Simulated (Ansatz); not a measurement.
# One crystal, many levels of theory: BaTlI3 (cubic perovskite) (Pm-3m)

Wanted: a ladder of band gaps for BaTlI3 (cubic perovskite) (Pm-3m), from density functionals to G0W0.

Program: Ansatz 0.2.0. Level of theory: density functionals, hybrids and G0W0, plane waves, PAW. Results are calculated unless marked as measured.

The structure was built from a prototype and need not be the compound's stable phase.

**1. The structure**

Symmetry: Pm-3m, No. 221, cubic system. Conventional cell: a = 6.572 Å, b = 6.572 Å, c = 6.572 Å, α = 90.00°, β = 90.00°, γ = 90.00°. Tl has 12 I at 4.65 Å nearest. Nearest to Ba lie 6 I at 3.29 Å. I has 2 Ba at 3.29 Å nearest. It derives from Ba1I3Tl1. Farther neighbours and most contacts between anions are not listed.

The structure was relaxed with PBEsol. The structure type comes from a generator and need not be one that this composition takes. The runs that relaxed it are not among those shown. Spin-orbit coupling is left out unless a step names it. The default PAW set here is soft_2. Its files were made with PBE.

**2. LDA on the 4×4×4 mesh**

This step: DFT, LDA, plane waves, PAW.

input.yaml

```yaml
crystal:
  lattice:
    - [6.5717449587, 0.0, 0.0]
    - [0.0, 6.5717449587, 0.0]
    - [0.0, 0.0, 6.5717449587]
  atoms:
    - { symbol: Tl, position: [0.0, 0.0, 0.0] }
    - { symbol: Ba, position: [0.5, 0.5, 0.5] }
    - { symbol: I, position: [0.5, 0.5, 0.0] }
    - { symbol: I, position: [0.5, 0.0, 0.5] }
    - { symbol: I, position: [0.0, 0.5, 0.5] }
kpoints:
  mp_grid: { grid: [4, 4, 4] }
  band_path:
    path: [[0.0, 0.0, 0.0], [0.0, 0.5, 0.0], [0.5, 0.5, 0.0], [0.5, 0.5, 0.5]]
    npoints: 1
hamiltonian:
  xc: lda
scf:
  occupations: { method: fixed }
  n_extra_bands: 5
output:
  eigenvalues: true
  forces: true
  stress: true
  write_density: true
  write_potential: true
  elf: true
  volumetric_format: npy
```

On the command line:

```
> ansatz run input.yaml --threads 4 --pin off --max-ram 17510MiB --backend cpu --events-out ev --progress --plain --runs-dir out
```

Numbers of over 12 decimals in the logs are rounded to 6 here.

Log:

```text
scf.n_extra_bands = 5 over 37 filled bands (N_el = 74.0): the run solves 42 bands
Engine: ansatz 0.2.0, aarch64-unknown-linux-gnu
Pseudopotentials: kind: paw
Pseudopotential: Tl, paw, valence charge 13, recommended cutoff 420 eV (normal), Tl.paw.azcp
Pseudopotential: Ba, paw, valence charge 10, recommended cutoff 420 eV (normal), Ba.paw.azcp
Pseudopotential: I, paw, valence charge 17, recommended cutoff 420 eV (normal), I.paw.azcp
Functional definition: SPW92
  exchange = slater_x
  correlation = pw_c
Crystal: 5 atoms, lattice volume = 283.819 Å³
Basis set: ecut = 420 eV, 5497 PW (Γ)
Bands: 42, of which v1, the nominal top of the filled ones, is band 37 counted from 1 (36 counted from 0)
Symmetry: 48 space group operations
Space group: Pm-3m (ITA 221), of the structure as read, at distance tolerance 6.6e-5 Å
k-points: 10 of 64
Non-local potential: Tl, projectors of the file, l = 0: 2, l = 1: 2, l = 2: 2, l = 3: 1
Non-local potential: Ba, projectors of the file, l = 0: 3, l = 1: 2, l = 2: 2, l = 3: 2
Non-local potential: I, projectors of the file, l = 0: 2, l = 1: 2, l = 2: 2, l = 3: 2
PAW form: soft (Blöchl's): semilocal exchange-correlation on the pseudo side does not see the compensation charge
PAW frozen core: Tl, regenerated for the run's functional, and the local potential with it (the file was generated under x = pbe(κ = 0.804, μ = 0.219515), c = pbe(β = 0.066725))
PAW frozen core: Ba, regenerated for the run's functional, and the local potential with it (the file was generated under x = pbe(κ = 0.804, μ = 0.219515), c = pbe(β = 0.066725))
PAW frozen core: I, regenerated for the run's functional, and the local potential with it (the file was generated under x = pbe(κ = 0.804, μ = 0.219515), c = pbe(β = 0.066725))
PAW one-centre angular grid: Tl, 590 points (default); XC on 64 Gauss nodes
PAW one-centre angular grid: Ba, 194 points (default); XC on 64 Gauss nodes
PAW one-centre angular grid: I, 590 points (default); XC on 64 Gauss nodes
Initial density: superposition of atomic densities (neutral atoms: chi_scale 0, normalization atom), corrected by the library's trained network
Initial wavefunctions: pseudopotential atomic-orbital guess
Functional: x = slater, c = lda
SCF iter   1: F=—  HF=-38998.573002 eV  |F-HF|=—  |Δ(HF+E_count)|=         —  Δρ=3.36e-3  dr2=2.61e-2  ethr=1.77e-3  ⟨swp⟩=5.0  Hψ=1589  notcnv=0  defer=21
preconditioner: auto → Resta (q_TF=auto, 2.181 Å⁻¹)  ε∞=3.0  [insulator: Δε(μ)=2.296 eV  Ē_g=10.002 eV  n_scr=56 (ndim 8)  ℏωp=14.3 eV  f_vac=0.208  ε∞_Penn≈3.0]
SCF iter   2: F=—  HF=-38998.563327 eV  |F-HF|=—  |Δ(HF+E_count)|=   9.67e-3  Δρ=1.73e-3  dr2=6.79e-3  ethr=3.52e-5  ⟨swp⟩=3.0  Hψ=765  notcnv=0  defer=23
SCF iter   3: F=—  HF=-38998.562039 eV  |F-HF|=—  |Δ(HF+E_count)|=   1.29e-3  Δρ=3.04e-4  dr2=3.79e-4  ethr=9.17e-6  ⟨swp⟩=3.2  Hψ=785  notcnv=0  defer=23
SCF iter   4: F=—  HF=-38998.561985 eV  |F-HF|=—  |Δ(HF+E_count)|=   5.47e-5  Δρ=9.02e-5  dr2=5.23e-5  ethr=5.11e-7  ⟨swp⟩=2.0  Hψ=775  notcnv=0  defer=23
SCF iter   5: F=—  HF=-38998.561944 eV  |F-HF|=—  |Δ(HF+E_count)|=   4.05e-5  Δρ=2.57e-5  dr2=2.86e-6  ethr=7.07e-8  ⟨swp⟩=2.5  Hψ=805  notcnv=0  defer=23
SCF iter   6: F=—  HF=-38998.561946 eV  |F-HF|=—  |Δ(HF+E_count)|=   1.47e-6  Δρ=6.08e-6  dr2=1.70e-7  ethr=3.87e-9  ⟨swp⟩=2.1  Hψ=544  notcnv=0  defer=23
SCF iter   7: F=-38998.561946 eV  HF=-38998.561946 eV  |F-HF|=1.47e-9  |Δ(HF+E_count)|=   1.14e-7  Δρ=1.03e-6  dr2=3.33e-9  ethr=1.35e-10  ⟨swp⟩=20.7  Hψ=4054  notcnv=0
SCF 1 converged in 7 iterations: F = -38998.561946 eV  dr2 = 3.33e-9
[...]
NSCF: frozen V_eff on 4 k-points
SCF converged after 7 iterations
Free energy (F): -38998.561946 eV
Harris-Foulkes:  -38998.561946 eV  (|F-HF|=1.47e-9)
Internal energy: -38998.561946 eV  (E = F + TS)
E sigma→0 (E₀):  -38998.561946 eV
Fermi energy:    2.087080 eV
--- Per-component energies (eV) ---
  E_band       = -1457.273393
  E_kinetic    = 1067.317502
  E_local      = -8971.709433  (includes V_loc(G=0)·N_el)
  E_nonlocal   = 126.489598
  E_hartree    = 4277.160343
  E_xc         = -775.449963
  E_vxc        = -661.733321  (∫ρ·V_xc dr)
  E_paw        = -28905.129980  (= ΣΔE_a)
  E_vpaw       = -1571.957069  (= ΣTr[D̂ρ^β])
  E_aug_tail   = 0.000216  (compensation charges beyond the density's cutoff)
  E_ewald      = -5819.724827
  E_core_change = 2.484600  (= ΣΔE_core)
  E_smearing   = -0.000000  (= −TS)
  E_closure    = -0.000000  (closes the sum)
  Σ components = -38998.561946   (vs F -38998.561946, Δ=0.00e0)
--- Forces (eV/Å), atoms counted from 1 ---
  atom   1  Tl    -0.00000000    -0.00000000     0.00000000
  atom   2  Ba     0.00000000     0.00000000     0.00000000
  atom   3  I      0.00000000    -0.00000000    -0.00000000
  atom   4  I      0.00000000    -0.00000000    -0.00000000
  atom   5  I      0.00000000     0.00000000     0.00000000
  max |Σ_I F_I| component: 3.54e-28 eV/Å
--- Stress (GPa, compression-positive) ---
       -0.769818       0.000000       0.000000
       -0.000000      -0.769818      -0.000000
        0.000000       0.000000      -0.769818
  P = ⅓ Tr σ = -0.7698 GPa (-7.698 kbar)
--- Band table (eV; the first three rows and the last of 10) ---
  k-point 0: bands = [... 33 lower, 1.6237, 1.8826, 1.8826, 1.8826, 5.2474, 5.2474, 5.2474, 5.9728, ... 1 higher]
  k-point 1: bands = [... 33 lower, 1.5134, 1.5782, 1.8466, 1.8466, 4.7034, 5.0952, 5.0952, 6.0124, ... 1 higher]
  k-point 2: bands = [... 33 lower, 1.4017, 1.5344, 1.8385, 1.8385, 4.3333, 4.9679, 4.9679, 6.0547, ... 1 higher]
  k-point 9: bands = [... 33 lower, 0.6878, 2.0871, 2.0871, 2.0871, 5.2055, 5.2055, 5.2055, 7.7554, ... 1 higher]
```

Run time: 2.6 s. Hardware: 4 threads of Arm Neoverse V2, shared host; peak memory 0.65 GiB; 9.6 s of CPU time.

In the SCF lines HF is the Harris–Foulkes energy and dr2 the Hartree energy of the density residual, in eV; the loop may stop once dr2 is under the threshold and the program's other checks hold. Hψ counts applications of the Hamiltonian.

This step gave:

- pressure: -0.7698 GPa
- gap: 2.246 eV
- valence top at: R
- conduction bottom at: X
- least direct gap: 2.495 eV

Over mesh and listed points the gap is 2.246 eV, from k = (0.500, 0.500, 0.500) to k = (0.000, 0.500, 0.000). The least direct gap found is 2.495 eV, at k = (0.000, 0.500, 0.000).

**3. PBEsol on the 4×4×4 mesh**

Levels along a band path and on the mesh show where this functional puts the band edges.

This step: DFT, PBEsol, plane waves, PAW.

input.yaml, the sections that differ from step 2:

```yaml
kpoints:
  mp_grid: { grid: [4, 4, 4] }
  band_path:
    path:
      - [[0.0, 0.0, 0.0], [0.0, 0.5, 0.0], [0.5, 0.5, 0.0], [0.0, 0.0, 0.0], [0.5, 0.5, 0.5], [0.0, 0.5, 0.0]]
      - [[0.5, 0.5, 0.5], [0.5, 0.5, 0.0]]
    npoints: 10
hamiltonian:
  xc: pbesol
scf:
  occupations: { method: fermi_dirac, width: 0.02 }
  n_extra_bands: 5
# crystal, output: as in step 2
```

Log:

```text
[...]
Crystal: 5 atoms, lattice volume = 283.819 Å³
Basis set: ecut = 420 eV, 5497 PW (Γ), exchange–correlation on 90×90×90 points (8 copies of the dense FFT grid, shifted against one another)
Bands: 42, of which v1, the nominal top of the filled ones, is band 37 counted from 1 (36 counted from 0)
Symmetry: 48 space group operations
[...]
k-points: 10 of 64
[...]
SCF iter   1: F=—  HF=-39460.418569 eV  |F-HF|=—  |Δ(HF+E_count)|=         —  Δρ=1.65e-3  dr2=1.52e-2  ethr=1.77e-3  ⟨swp⟩=12.9  Hψ=2074  notcnv=0
[...]
SCF iter   7: F=-39460.411182 eV  HF=-39460.411182 eV  |F-HF|=2.62e-9  |Δ(HF+E_count)|=   2.57e-7  Δρ=1.26e-6  dr2=3.29e-9  ethr=1.35e-10  ⟨swp⟩=16.4  Hψ=3635  notcnv=0
SCF 1 converged in 7 iterations: F = -39460.411182 eV  dr2 = 3.29e-9
[...]
NSCF: frozen V_eff on 62 k-points
SCF converged after 7 iterations
Free energy (F): -39460.411182 eV
[...]
Internal energy: -39460.411182 eV  (E = F + TS)
E sigma→0 (E₀):  -39460.411182 eV
Fermi energy:    3.486556 eV
[...]
--- Stress (GPa, compression-positive) ---
       -0.037241       0.000000      -0.000000
       -0.000000      -0.037241       0.000000
       -0.000000      -0.000000      -0.037241
  P = ⅓ Tr σ = -0.0372 GPa (-0.372 kbar)
--- Band table (eV; the first three rows and the last of 10) ---
  k-point 0: bands = [... 33 lower, 1.8043, 2.0659, 2.0659, 2.0659, 5.5815, 5.5815, 5.5815, 6.2263, ... 1 higher]
  k-point 1: bands = [... 33 lower, 1.6975, 1.7611, 2.0292, 2.0292, 5.0476, 5.4285, 5.4285, 6.2651, ... 1 higher]
  k-point 2: bands = [... 33 lower, 1.5889, 1.7196, 2.0195, 2.0195, 4.6847, 5.3027, 5.3027, 6.3065, ... 1 higher]
  k-point 9: bands = [... 33 lower, 0.8714, 2.2625, 2.2625, 2.2625, 5.5383, 5.5383, 5.5383, 8.0440, ... 1 higher]
```

Run time: 5.9 s. Hardware: 4 threads; peak memory 0.82 GiB.

This step gave:

```
pressure             : -0.03724 GPa
filled bands         : 37
gap                  : 2.422 eV
valence top at       : R
conduction bottom at : X
least direct gap     : 2.665 eV
```

Over mesh and path the gap is 2.422 eV, from k = (0.500, 0.500, 0.500) to k = (0.000, 0.500, 0.000). The least direct gap found is 2.665 eV, at k = (0.000, 0.500, 0.000). PBEsol against LDA: 2.422 − 2.246 = +0.176 eV, with the same mesh, files and cutoff, and both edges at the same k points.

**4. PBEsol+SOC on the 4×4×4 mesh**

This run has two-component orbitals with spin-orbit coupling.

This step: DFT, PBEsol with spin-orbit coupling, plane waves, PAW.

input.yaml, the sections that differ from step 3:

```yaml
kpoints:
  mp_grid: { grid: [4, 4, 4] }
  band_path:
    path: [[0.0, 0.0, 0.0], [0.0, 0.5, 0.0], [0.5, 0.5, 0.0], [0.5, 0.5, 0.5]]
    npoints: 1
scf:
  occupations: { method: fixed }
  n_extra_bands: 10
magnetization:
  noncollinear: true
  spin_orbit: true
# crystal, hamiltonian, output: as in step 3
```

Log:

```text
[...]
non-collinear run that drives no moment, with spin-orbit: no starting moment large enough to seed its density (crystal.atoms[].spin), no starting occupations that ask for one, no magnetisation constraint and no magnetic field, so the semilocal B_xc is pinned to zero
Crystal: 5 atoms, lattice volume = 283.819 Å³
[...]
k-point 0: bands = [... 70 lower, 2.3743, 2.3743, 2.3743, 2.3743, 4.5191, 4.5191, 5.9915, 5.9915, ... 6 higher]
  k-point 1: bands = [... 70 lower, 2.0746, 2.0746, 2.3497, 2.3497, 4.3225, 4.3225, 5.4965, 5.4965, ... 6 higher]
  k-point 2: bands = [... 70 lower, 2.0054, 2.0054, 2.3435, 2.3435, 4.1313, 4.1313, 5.2124, 5.2124, ... 6 higher]
  k-point 9: bands = [... 70 lower, 2.4469, 2.4469, 2.4469, 2.4469, 4.5910, 4.5910, 5.8842, 5.8842, ... 6 higher]
[key lines of the parts left out:]
SCF converged after 9 iterations
Magnetization: |M| = 0.0000 μB,  M = (+0.0000, +0.0000, +0.0000) μB
Free energy (F): -39508.789711 eV
Fermi energy:    2.446910 eV
P = ⅓ Tr σ = -0.0539 GPa (-0.539 kbar)
```

Wall time 27 s (4 threads); peak memory 1.7 GiB; 1.7 min of CPU time.

Numbers from this step:

* pressure: -0.05386 GPa
* gap: 1.684 eV
* valence top at: R
* conduction bottom at: X
* least direct gap: 1.788 eV

Over mesh and listed points the gap is 1.684 eV, from k = (0.500, 0.500, 0.500) to k = (0.000, 0.500, 0.000). The least direct gap found is 1.788 eV, at k = (0.000, 0.500, 0.000). PBEsol+SOC against PBEsol: 1.684 − 2.422 = −0.738 eV, with the same mesh, set of files (read in its fully relativistic form for the spin-orbit run) and cutoff, and both edges at the same k points. The spin-orbit run sees mesh and listed points alone, so its gap is an upper bound: the coupling can move an edge off these points, and the change over the zone, its sign included where it is small, is not known.

**5. r2SCAN on the 4×4×4 mesh**

r2SCAN is a meta-GGA: it depends on the kinetic-energy density as well as on the density and its gradient.

This step: DFT, r2SCAN, plane waves, PAW.

input.yaml, the sections that differ from step 4:

```yaml
hamiltonian:
  xc: r2scan
scf:
  occupations: { method: fixed }
  n_extra_bands: 5
output:
  eigenvalues: true
  forces: true
  stress: true
# crystal, kpoints: as in step 4
# magnetization: removed
```

Log:

```text
[...]
Crystal: 5 atoms, lattice volume = 283.819 Å³
Basis set: ecut = 500 eV, 7123 PW (Γ), exchange–correlation on 192×192×192 points (64 copies of the dense FFT grid, shifted against one another)
Bands: 42, of which v1, the nominal top of the filled ones, is band 37 counted from 1 (36 counted from 0)
Symmetry: 48 space group operations
[...]
k-points: 10 of 64
[...]
k-point 0: bands = [... 33 lower, 1.5791, 1.8516, 1.8516, 1.8516, 5.7913, 5.7913, 5.7913, 6.5730, ... 1 higher]
  k-point 1: bands = [... 33 lower, 1.4790, 1.5371, 1.8142, 1.8142, 5.2666, 5.6362, 5.6362, 6.6148, ... 1 higher]
  k-point 2: bands = [... 33 lower, 1.3719, 1.4964, 1.8017, 1.8017, 4.9030, 5.5078, 5.5078, 6.6596, ... 1 higher]
  k-point 9: bands = [... 33 lower, 0.6650, 2.0438, 2.0438, 2.0438, 5.7430, 5.7430, 5.7430, 8.4943, ... 1 higher]
[key lines of the parts left out:]
SCF converged after 7 iterations
Free energy (F): -40013.668992 eV
Fermi energy:    2.043825 eV
P = ⅓ Tr σ = 0.6753 GPa (6.753 kbar)
```

Elapsed: 4.9 s, on 4 threads; peak memory 1.2 GiB; 18 s of CPU time.

This step gave:

```
pressure             : 0.6753 GPa
gap                  : 2.859 eV
valence top at       : R
conduction bottom at : X
least direct gap     : 3.101 eV
```

Over mesh and listed points the gap is 2.859 eV, from k = (0.500, 0.500, 0.500) to k = (0.000, 0.500, 0.000). The least direct gap found is 3.101 eV, at k = (0.000, 0.500, 0.000). r2SCAN against PBEsol: 2.859 − 2.422 = +0.437 eV. The runs also differ in plane-wave cutoff (420 eV and 500 eV), so how much of this comes from the functional alone is not known.

**6. HSE06 on the 2×2×2 mesh**

HSE06 mixes in a quarter of exact exchange at short range.

This step: DFT, HSE06, plane waves, PAW.

Edit input.yaml of step 5 so:

```diff
@@ -12,3 +12,3 @@
 kpoints:
-  mp_grid: { grid: [4, 4, 4] }
+  mp_grid: { grid: [2, 2, 2] }
   band_path:
@@ -17,3 +17,3 @@
 hamiltonian:
-  xc: r2scan
+  xc: hse06
 scf:
@@ -23,3 +23 @@
   eigenvalues: true
-  forces: true
-  stress: true
```

Log:

```text
[...]
davidson cushion auto → on  (no smearing: the cushion is to keep the highest requested band from converging to the state above it; pin scf.eigensolver.cushion to override)
Crystal: 5 atoms, lattice volume = 283.819 Å³
Basis set: ecut = 420 eV, 5497 PW (Γ)
Bands: 42, of which v1, the nominal top of the filled ones, is band 37 counted from 1 (36 counted from 0)
Symmetry: 48 space group operations
[...]
k-points: 4 of 8
[...]
E sigma→0 (E₀):  -39960.904894 eV
Fermi energy:    1.726290 eV
[...]
--- Band table (eV) ---
  k-point 0: bands = [... 33 lower, 1.2341, 1.5011, 1.5011, 1.5011, 6.0297, 6.0297, 6.0297, 6.7267, ... 1 higher]
  k-point 1: bands = [... 33 lower, 1.0280, 1.1505, 1.4492, 1.4492, 5.0753, 5.7225, 5.7225, 6.8203, ... 1 higher]
  k-point 2: bands = [... 33 lower, 0.9553, 0.9553, 1.1463, 1.7221, 5.3996, 5.6095, 5.6095, 8.0372, ... 1 higher]
  k-point 3: bands = [... 33 lower, 0.2450, 1.7263, 1.7263, 1.7263, 5.9790, 5.9790, 5.9790, 8.5636, ... 1 higher]
[key lines of the parts left out:]
Free energy (F): -39960.904894 eV
```

Elapsed: 29 s, on 4 threads; peak memory 2.2 GiB; 1.8 min of CPU time.

This step gave:

```
gap                     : 3.349 eV
valence top at          : R
conduction bottom at    : X
least direct gap        : 3.626 eV
exact-exchange fraction : 0.25
```

Over mesh and listed points the gap is 3.349 eV, from k = (0.500, 0.500, 0.500) to k = (0.000, 0.500, 0.000). The least direct gap found is 3.626 eV, at k = (0.000, 0.500, 0.000). HSE06 against PBEsol: 3.349 − 2.422 = +0.927 eV. The runs also differ in mesh (4×4×4 and 2×2×2), so how much of this comes from the functional alone is not known.

**7. PBE0 on the 2×2×2 mesh**

PBE0 mixes in a quarter of exact exchange at all distances.

This step: DFT, PBE0, plane waves, PAW.

Edit input.yaml of step 6 so:

```diff
@@ -17,3 +17,3 @@
 hamiltonian:
-  xc: hse06
+  xc: pbe0
 scf:
```

Log:

```text
[...]
Crystal: 5 atoms, lattice volume = 283.819 Å³
Basis set: ecut = 420 eV, 5497 PW (Γ)
Bands: 42, of which v1, the nominal top of the filled ones, is band 37 counted from 1 (36 counted from 0)
Symmetry: 48 space group operations
[...]
k-points: 4 of 8
[...]
SCF iter   1: F=—  HF=-39938.081867 eV  |F-HF|=—  |Δ(HF+E_count)|=         —  Δρ=1.08e-3  dr2=1.10e-2  ethr=1.77e-3  ⟨swp⟩=11.8  Hψ=718  notcnv=0
[...]
E sigma→0 (E₀):  -39954.215590 eV
Fermi energy:    1.358286 eV
[...]
--- Band table (eV) ---
  k-point 0: bands = [... 33 lower, 0.8540, 1.1297, 1.1297, 1.1297, 6.3971, 6.3971, 6.3971, 7.0731, ... 1 higher]
  k-point 1: bands = [... 33 lower, 0.6437, 0.7677, 1.0764, 1.0764, 5.4152, 6.0805, 6.0805, 7.1690, ... 1 higher]
  k-point 2: bands = [... 33 lower, 0.5678, 0.5678, 0.7665, 1.3528, 5.7496, 5.9640, 5.9640, 8.4041, ... 1 higher]
  k-point 3: bands = [... 33 lower, -0.1393, 1.3583, 1.3583, 1.3583, 6.3451, 6.3451, 6.3451, 8.9009, ... 1 higher]
[key lines of the parts left out:]
Free energy (F): -39954.215590 eV
```

Wall time 29 s (4 threads); peak memory 2.2 GiB; 1.7 min of CPU time.

This step gave:

- gap: 4.057 eV
- valence top at: R
- conduction bottom at: X
- least direct gap: 4.339 eV
- exact-exchange fraction: 0.25

Over mesh and listed points the gap is 4.057 eV, from k = (0.500, 0.500, 0.500) to k = (0.000, 0.500, 0.000). The least direct gap found is 4.339 eV, at k = (0.000, 0.500, 0.000). PBE0 against HSE06: 4.057 − 3.349 = +0.708 eV, with the same mesh, files and cutoff, and both edges at the same k points.

[end of part 1 of 2]

[Paths, hosts, dates, memory and timing lines, banners, echoed tables and standing remarks are left out of the program output.]

[Logs are printed without paths, hosts, clocks, repeated set-up lines and the standing remarks that a program may print on its own settings, such as how far it seeks lower states.]

[Runs of the session that timed out or met a known fault of the program may be left out.]

[Cells called generated may have been cut or substituted from an entry of the Crystallography Open Database or the Materials Project.]

[Hosts, paths, dates, database ids (printed as entryN), source tags and the programs' standing remarks are cut or masked in the printed files.]

[Where an RPA ε∞ is given, it is that of the G0W0 mesh and is not shown converged in it. Names of k-points follow the symmetry that the program found, which can be lower than the space group named. Band edges on a path are those of the sampled points; other points can move an edge, and change direct to indirect where valleys lie close.]

[Hybrid gaps are those of their k-mesh and are not shown converged in it.]
